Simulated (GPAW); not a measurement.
# Ballistic transport through an In chain with a Ge atom bridging one bond, cheap and dear, part 2 of 2

Aim: T(E), conductance and thermopower of an In chain with a Ge atom bridging one bond, and what cheaper settings cost in accuracy.

GPAW 26.7.0; GPAW LCAO, PAW setups; Landauer transmission from Green's functions with principal layers (ASE), zero bias.

So far, transmission at the Fermi level (one spin): step 2 (double-zeta polarised basis, PBE, GPAW) 0.829; step 3 (basis szp(dzp), PBE, GPAW) 0.851; step 4 (basis sz(dzp), PBE, GPAW) 0.892; step 5 (revPBE) 0.801.

## 9. Broadening 1e-06: eta = 1e-06

The broadening keeps the Green's functions finite; too large a value absorbs electrons where channels are open and leaks them where none are.

The input, run.py:

```python
import json
import numpy as np
from ase import Atoms
from ase.transport.calculators import TransportCalculator
from gpaw import GPAW, FermiDirac
from gpaw.lcao.tools import get_lcao_hamiltonian
from scipy.linalg import eigh

# The junction with lead layers at both ends, along the third cell vector
device = Atoms(
    ['In', 'In', 'In', 'In', 'In', 'Ge', 'In', 'In', 'In', 'In', 'In'],
    positions=[
        [4.50000, 4.50000, 1.47500],
        [4.50000, 4.50000, 4.42500],
        [4.50000, 4.50000, 7.37500],
        [4.50000, 4.50000, 10.32500],
        [4.50000, 4.50000, 13.27500],
        [6.60537, 4.50000, 14.85000],
        [4.50000, 4.50000, 16.42500],
        [4.50000, 4.50000, 19.37500],
        [4.50000, 4.50000, 22.32500],
        [4.50000, 4.50000, 25.27500],
        [4.50000, 4.50000, 28.22500]],
    cell=[[9.0, 0.0, 0.0], [0.0, 9.0, 0.0], [0.0, 0.0, 29.7]],
    pbc=True)

# One principal layer of the lead: the first 3 atoms of the device
lead = Atoms(
    ['In', 'In', 'In'],
    positions=[
        [4.50000, 4.50000, 1.47500],
        [4.50000, 4.50000, 4.42500],
        [4.50000, 4.50000, 7.37500]],
    cell=[[9.0, 0.0, 0.0], [0.0, 9.0, 0.0], [0.0, 0.0, 8.85]],
    pbc=True)

settings = dict(mode='lcao', basis='dzp', xc='PBE', h=0.2,
                occupations=FermiDirac(0.1), maxiter=250,
                mixer=dict(beta=0.1, nmaxold=8, weight=100.0),
                convergence=dict(density=0.0001))
energies = np.arange(-2, 2 + 1e-9, 0.05)
eta = 1e-06
n1, n2 = 1, 1
# k and -k transmit alike, so half of the mesh across the current serves
mesh = [(i, j) for i in range(n1) for j in range(n2) if (i, j) <= (-i % n1, -j % n2)]
weights = np.array([1 if (i, j) == (-i % n1, -j % n2) else 2 for i, j in mesh]) / (n1 * n2)

# [... helper functions left out ...]
fermi_lead = ground_state(lead, (1, 1, 13), 'lead.txt')
fermi_device = ground_state(device, (1, 1, 3), 'device.txt')
# [... loop over the mesh left out, but for ...]
        # Shift the lead onto the potential of the device's first layer
        shift = ((H[:, 0, 0] - H0[:, 0, 0]) / S0[0, 0]).real.mean()
# [...]
kT = 8.617333e-5 * 200
bias = [0.1, 0.2, 0.5, 1.0, 1.5, 2.0]
# [... integrals and printing left out ...]
```

On the command line:

```
$ OMP_NUM_THREADS=1 OPENBLAS_NUM_THREADS=1 python run.py
```

What it wrote:

```text
basis functions: device 243, principal layer 69
Fermi level: lead -2.2014 eV, device -2.2286 eV; lead shifted by -0.0114 eV
largest coupling past the next layer 1.88e-06 eV, largest misfit of the first layer 0.030 eV
  E-E_F (eV)   T (one spin)  [channel counts left out]
    -2.000    1.0898e-01
    -1.950    1.0438e-11
    -1.900    1.9051e-12
    -1.850    8.2771e-13
    -1.800    5.0967e-13
    -1.750    3.8887e-13
    -1.700    3.4842e-13
    -1.650    3.5817e-13
    -1.600    4.1964e-13
    -1.550    5.6406e-13
    -1.500    8.8962e-13
    -1.450    1.7297e-12
    -1.400    4.6343e-12
    -1.350    2.3447e-11
    -1.300    1.6047e-09
    -1.250    9.3834e-01
[...]
1.650    1.2839e+00
     1.700    1.2708e+00
     1.750    1.2561e+00
     1.800    1.2402e+00
     1.850    1.2190e+00
     1.900    1.2033e+00
     1.950    1.1835e+00
     2.000    1.1626e+00
conductance at 200 K: 0.81831 G0 a cell; thermopower -7.52 uV/K
current from the zero-bias T(E) at 0.1 V: 6.2812 uA
current from the zero-bias T(E) at 0.2 V: 12.218 uA
current from the zero-bias T(E) at 0.5 V: 25.591 uA
current from the zero-bias T(E) at 1.0 V: 49.391 uA
current from the zero-bias T(E) at 1.5 V: 85.66 uA
current from the zero-bias T(E) at 2.0 V: 127.93 uA
```

The job ended after 59 s (1 thread of Arm Neoverse V1, shared host; peak memory 1 GiB).

This step gave:

```yaml
conductance: 0.8183 G₀
thermopower: -7.520 μV/K
largest_misfit_of_the_first_principal_layer: 0.02994 eV
shift_that_aligns_the_lead: -0.01135 eV
transmission_at_the_fermi_level_one_spin: 0.8315
```

One spin. The transmission, zone mean by energy, zero at the Fermi level:

energy (eV), transmission, zone mean and a bar:
```
   -2.000       0.11 ##
   -1.800       0.00 
   -1.600       0.00 
   -1.400       0.00 
   -1.200       1.00 ######################
   -1.150       1.00 ######################
   -1.000       0.95 #####################
   -0.800       0.85 ###################
   -0.600       0.66 ###############
   -0.400       0.26 ######
   -0.200       0.09 ##
    0.000       0.83 ###################
    0.200       0.90 ####################
    0.400       1.04 #######################
    0.600       1.18 ###########################
    0.800       1.27 #############################
    1.000       1.32 ##############################
    1.200       1.33 ##############################
    1.250       1.34 ##############################
    1.400       1.33 ##############################
    1.600       1.30 #############################
    1.800       1.24 ############################
    2.000       1.16 ##########################
```

Not self-consistent under bias; the bias window is split evenly. Current through one cell, from the zero-bias transmission against bias:

```csv
bias (V),"current through one cell, from the zero-bias transmission (μA)"
0.100,6.28
0.200,12.2
0.500,25.6
1.000,49.4
1.500,85.7
2.000,128
```

Transmission of the three most open eigenchannels against energy, zero at the Fermi level:

```csv
energy (eV),channel 1,channel 2,channel 3
-2.000,0.109,0,0
-1.800,0,0,0
-1.600,0,0,0
-1.400,4.6e-12,0,0
-1.200,0.998,0,0
-1.000,0.953,0,0
-0.800,0.854,0,0
-0.600,0.665,0,0
-0.400,0.260,0,0
-0.200,0.0860,1.4e-11,2.4e-12
0.000,0.467,0.287,0.0777
0.200,0.608,0.292,0.00163
0.400,0.758,0.266,0.0148
0.600,0.870,0.275,0.0387
0.800,0.924,0.292,0.0549
1.000,0.949,0.302,0.0660
1.200,0.963,0.298,0.0732
1.400,0.971,0.279,0.0767
1.600,0.977,0.242,0.0771
1.800,0.980,0.186,0.0746
2.000,0.983,0.111,0.0683
```

The conductance, 0.818 G₀, lies 0.3 % above that of the dzp run.

## 10. Summary of results

```json
{"conductance": "0.816 G₀", "transmission at the Fermi level, mean of the spins": "0.829", "thermopower": "-7.55 μV/K"}
```

**Reading.** In the dzp basis the junction conducts 0.816 G₀ at 200 K, with T = 0.829 a spin at the Fermi level; the sz basis reaches that conductance within 10 %. At the Fermi level the three most open eigenchannels pass 0.47, 0.29 and 0.078. The negative thermopower says that the thermally weighted transmission is larger above the Fermi level, as for electron-like transport. Measured against the first run (dzp), the nearest curve is that of dzp-revPBE (r.m.s. 0.016) and the farthest that of szp (0.11). Over the compared runs wall time goes from 50 s (dzp) to 81 s (dzp-revPBE), on a shared host. The geometry was built from estimated bond lengths and not relaxed, so the numbers describe this model structure. Spin-orbit coupling is left out, which matters for the heavy atoms here. An evenly spaced straight chain is an idealisation: free chains tend to dimerise, zigzag or, where a band edge lies near the Fermi level, turn magnetic. The currents use the zero-bias T(E) throughout, which holds only while the bias is small against the distance to the nearest feature. The energy step is wider than the thermal energy, so the conductance and thermopower rest on interpolation of T(E).

[Logs are printed without paths, hosts, clocks, repeated set-up lines and the standing remarks that a program may print on its own settings, such as how far it seeks lower states.]

[Hosts, paths, dates, database ids (printed as entryN), source tags and the programs' standing remarks are cut or masked in the printed files.]
